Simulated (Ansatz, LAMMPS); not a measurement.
## Amorphous Si (81 atoms): a reference run and its variants

Density of this cell: 2.29 g/cm³. The cell holds 81 atoms: 81 Si. Cell: a = 11.822 Å, b = 11.822 Å, c = 11.822 Å, α = 90.0°, β = 90.0°, γ = 90.0°. 81 atoms (81 Si) placed at random at 2.29 g/cm³, melted at 2500 K for 10 ps at fixed volume with the modified Tersoff potential (Kumagai, Izumi, Hara and Sakai, Comput. Mater. Sci. 39, 457 (2007)). Quenched from 2500 K to 700 K at 5 K/ps and fixed volume, annealed at 800 K for 50 ps, held 5 ps.

Geometry: as built.

Reference run: Kohn-Sham DFT, PBE, PAW (set soft_2), plane waves (Ansatz 0.2.0), cutoff 420 eV, Γ point, fermi-dirac smearing of 0.05 eV.

| Item | Value |
| --- | --- |
| r.m.s. force component | 0.7295 eV/Å |
| pressure | 0.3371 GPa |
| spacing of highest filled and lowest empty level | 0.1494 eV |
| SCF cycles | 9 |
| time | 14 s on 4 threads of Arm Neoverse V2, shared host |

Variants, in no order:
A. support functions high
B. support functions medium, spacing 0.206 Å
C. support functions medium, spacing 0.463 Å
D. support functions medium, spacing 0.386 Å

Q: Order the variants from the smallest to the largest r.m.s. change of the forces.

A, B, D, C.

| variant | Δ force, r.m.s. (meV/Å) | share of r.m.s. force (%) |
| --- | --- | --- |
| A. support functions high | 0.086 | 0.0118 |
| B. support functions medium, spacing 0.206 Å | 0.186 | 0.0255 |
| D. support functions medium, spacing 0.386 Å | 1.96 | 0.268 |
| C. support functions medium, spacing 0.463 Å | 11.0 | 1.51 |

[Hosts, paths, dates, database ids (printed as entryN), source tags and the programs' standing remarks are cut or masked in the printed files.]
